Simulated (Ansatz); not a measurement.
# Localised basis functions on 1/2<111> screw dislocation dipole in a Li-W solid solution (120 atoms), part 3 of 3

Wanted: errors and times of a linear-scaling basis for 1/2<111> screw dislocation dipole in a Li-W solid solution (120 atoms). A setting counts as converged where the r.m.s. difference of forces stays under 1 % of the r.m.s. force.

Ansatz 0.2.0; Kohn-Sham DFT, PBE, PAW (set soft_2), plane waves.

The cell: 76 Li and 44 W. The cell is under 6 Å thick along one periodic direction. The host structure and its lattice constant were typed by rule, without a check against the phase diagram. No spin–orbit coupling is included.

So far. Step 8 (Support functions medium, spacing 0.273 Å (grid laid …): Forces differ from the reference by 1.4 meV/Å r.m.s., 0.18 % of their size, well within a tolerance of 1 %; the energy by -1.4 meV/atom.

**10. The reference in detail (continued)**

Valence density in the ab plane at fractional z = 0.513, with atoms of Li and W within 0.2 Å of it. It is the smooth field of the valence electrons, not physical close to the nuclei.

Values in e/Å³, 13 rows by 16 columns, each cell a mean:
```
0.2 0.2 0.2 0.1 0.4 0.1 0.1 0.1 0.1 0.1 0.2 0.4 1.0 1.1 0.2 0.1
1.4 0.1 0.1 0.1 0.1 0.1 0.1 0.1 0.2 0.2 0.2 1.9 0.6 0.2 0.2 0.1
0.2 0.1 0.1 0.2 1.9 0.8 0.1 0.7 0.1 0.1 0.1 0.1 0.1 0.1 0.1 0.8
2.6 0.8 0.7 2.1 0.4 0.3 0.3 0.2 0.3 0.2 0.1 1.3 0.2 0.1 0.1 0.1
1.1 0.5 0.4 0.8 0.2 0.2 0.2 0.1 0.2 0.3 0.7 0.3 0.1 0.1 0.1 0.1
0.1 0.3 0.3 0.1 0.1 0.0 0.0 0.2 0.1 0.6 1.7 0.2 0.1 0.1 0.1 0.2
1.3 0.1 0.2 0.2 0.1 0.5 1.4 0.1 0.1 0.1 0.1 0.1 0.1 0.1 1.6 0.1
0.1 0.1 0.1 0.1 0.2 0.1 0.1 0.1 0.1 0.1 1.2 0.1 0.1 0.1 0.1 0.2
0.5 0.1 0.0 0.0 0.1 0.5 0.8 0.2 0.9 0.7 0.1 0.1 0.1 0.3 1.1 0.3
0.9 0.2 0.1 0.1 0.4 0.8 0.9 0.2 1.2 1.0 0.2 0.1 0.1 0.3 1.3 0.3
0.1 0.5 0.5 0.4 2.9 1.5 0.1 0.1 0.1 0.4 1.0 0.2 0.5 0.6 0.1 0.1
1.7 0.2 0.2 0.4 0.2 0.1 0.1 0.0 1.1 0.7 0.2 0.4 0.2 0.1 0.1 0.1
0.1 0.2 0.3 0.2 0.9 0.2 0.1 0.1 0.1 0.2 0.2 0.2 1.5 1.6 0.1 0.1
```
Columns run along a (16.0 Å, from fractional 0.20 to 0.68 of the cell), rows up along b (24.0 Å). Atoms in or near the plane, at fractional coordinates: Li at (0.46, 0.10), Li at (0.33, 0.00), Li at (0.63, 0.50), Li at (0.50, 0.40), W at (0.33, 0.20), Li at (0.21, 0.10), Li at (0.38, 0.50), Li at (0.21, 0.30), Li at (0.54, 0.70), Li at (0.21, 0.50), W at (0.21, 0.70), Li at (0.21, 0.90).

Within 0.4 eV of the Fermi level the largest share is W d (77 % of the projected weight).

**11. Structure statistics**

Bonds and neighbours are counted at the geometry of the runs.

Density 6.16 g/cm³, 19.34 Å³ an atom.

Pair distribution functions g(r), in bins of 0.1 Å:

| r (Å) | total | Li-Li | Li-W | W-W |
| --- | --- | --- | --- | --- |
| 2.65 | 0.00 | 0.00 | 0.00 | 0.00 |
| 2.75 | 0.20 | 0.08 | 0.29 | 0.25 |
| 2.85 | 3.16 | 2.97 | 3.09 | 3.97 |
| 2.95 | 9.72 | 12.60 | 5.28 | 16.40 |
| 3.05 | 1.22 | 1.24 | 1.14 | 1.45 |
| 3.15 | 0.33 | 0.13 | 0.61 | 0.00 |
| 3.25 | 1.21 | 1.27 | 1.14 | 1.26 |
| 3.35 | 3.49 | 3.86 | 3.19 | 3.40 |
| 3.45 | 2.31 | 2.21 | 2.04 | 3.55 |
| 3.55 | 0.53 | 0.81 | 0.31 | 0.46 |
| 3.65 | 0.16 | 0.14 | 0.13 | 0.29 |
| 3.75 | 0.02 | 0.00 | 0.04 | 0.00 |
| 3.85 | 0.07 | 0.00 | 0.11 | 0.13 |
| 3.95 | 0.00 | 0.00 | 0.00 | 0.00 |
| 4.05 | 0.00 | 0.00 | 0.00 | 0.00 |
| 4.15 | 0.01 | 0.00 | 0.03 | 0.00 |
| 4.25 | 0.04 | 0.00 | 0.06 | 0.11 |
| 4.35 | 0.03 | 0.03 | 0.03 | 0.00 |
| 4.45 | 0.08 | 0.03 | 0.08 | 0.19 |
| 4.55 | 0.23 | 0.37 | 0.16 | 0.09 |
| 4.65 | 0.70 | 0.71 | 0.64 | 0.88 |
| 4.75 | 3.77 | 3.52 | 4.12 | 3.28 |
| 4.85 | 2.51 | 2.54 | 2.43 | 2.69 |
| 4.95 | 0.47 | 0.55 | 0.45 | 0.31 |
| 5.05 | 0.21 | 0.20 | 0.20 | 0.30 |
| 5.15 | 0.12 | 0.10 | 0.15 | 0.07 |
| 5.25 | 0.19 | 0.12 | 0.32 | 0.00 |
| 5.35 | 0.47 | 0.49 | 0.44 | 0.53 |
| 5.45 | 1.22 | 1.31 | 1.26 | 0.83 |
| 5.55 | 3.72 | 3.40 | 4.01 | 3.71 |
| 5.65 | 3.84 | 3.69 | 4.04 | 3.59 |
| 5.75 | 2.11 | 2.37 | 1.91 | 2.03 |
| 5.85 | 2.38 | 2.81 | 1.54 | 4.00 |
| 5.95 | 0.78 | 0.80 | 0.81 | 0.65 |
| 6.05 | 0.31 | 0.32 | 0.30 | 0.32 |
| 6.15 | 0.07 | 0.07 | 0.06 | 0.10 |
| 6.25 | 0.12 | 0.15 | 0.10 | 0.10 |
| 6.35 | 0.05 | 0.05 | 0.06 | 0.05 |
| 6.45 | 0.10 | 0.08 | 0.12 | 0.14 |
| 6.55 | 0.26 | 0.25 | 0.26 | 0.31 |
| 6.65 | 0.34 | 0.33 | 0.31 | 0.43 |
| 6.75 | 0.59 | 0.60 | 0.62 | 0.46 |
| 6.85 | 0.39 | 0.26 | 0.49 | 0.45 |
| 6.95 | 0.25 | 0.30 | 0.18 | 0.32 |

A closer look about W56, picked at random: 15 atoms, nearest first, numbered in the order of the input, with positions taken from that point.

| atom | x | y | z | distance (Å) | Fx | Fy | Fz (eV/Å) |
| --- | --- | --- | --- | --- | --- | --- | --- |
| W56 | 0.00 | 0.00 | 0.00 | 0.00 | -0.41 | -1.56 | 0.16 |
| Li51 | -1.38 | 2.32 | 0.93 | 2.86 | -0.31 | -0.23 | 0.12 |
| W55 | -2.75 | -0.03 | -0.95 | 2.91 | 1.17 | 0.47 | 0.26 |
| Li114 | 1.34 | -2.42 | -0.91 | 2.91 | -0.19 | 0.09 | -0.05 |
| W56 | 0.00 | 0.00 | -2.93 | 2.93 | -0.41 | -1.56 | 0.16 |
| W56 | 0.00 | 0.00 | 2.93 | 2.93 | -0.41 | -1.56 | 0.16 |
| W31 | 2.79 | -0.02 | 0.92 | 2.94 | -0.96 | 1.90 | -0.27 |
| Li52 | 1.43 | 2.38 | -1.05 | 2.97 | 0.16 | -0.21 | -0.02 |
| W113 | -1.42 | -2.45 | 1.03 | 3.01 | 1.07 | 1.26 | -0.12 |
| Li52 | 1.43 | 2.38 | 1.88 | 3.35 | 0.16 | -0.21 | -0.02 |
| Li51 | -1.38 | 2.32 | -2.00 | 3.37 | -0.31 | -0.23 | 0.12 |
| W55 | -2.75 | -0.03 | 1.98 | 3.39 | 1.17 | 0.47 | 0.26 |
| W113 | -1.42 | -2.45 | -1.90 | 3.41 | 1.07 | 1.26 | -0.12 |
| Li114 | 1.34 | -2.42 | 2.02 | 3.42 | -0.19 | 0.09 | -0.05 |
| W31 | 2.79 | -0.02 | -2.00 | 3.43 | -0.96 | 1.90 | -0.27 |

**12. Summary of results**

```yaml
free_energy_per_atom: -3936.7514 eV/atom
density: 6.163 g/cm³
pressure: -14.43 GPa
r_m_s_force_component: 0.7868 eV/Å
wall_time_of_the_7_dft_runs: 38 min
```

In words: Against plane waves at 420 eV, the forces differ by 0.35 meV/Å (0.044 %) with support functions medium. Differences between support functions and plane waves include what basis error the plane-wave run still has. As the typed spacing goes from 0.273 to 0.427 Å, the force difference goes from 1.4 to 70 meV/Å, while the time lies between 2.9 min and 3.4 min.

59 levels are partly filled, by over 2 % (on the run's k-points), as in a metal.

**Limits.** The geometry was built by rule, was displaced at random and isn't relaxed at this level: its force components are 0.79 eV/Å r.m.s. The stress is far from hydrostatic: its diagonal is -11.2, -11.4, -20.7 GPa, compression counted positive. The pressure of -14 GPa shows the cell to be stretched for this functional.

[Logs are printed without paths, hosts, clocks, repeated set-up lines and the standing remarks that a program may print on its own settings, such as how far it seeks lower states.]

[Hosts, paths, dates, database ids (printed as entryN), source tags and the programs' standing remarks are cut or masked in the printed files.]
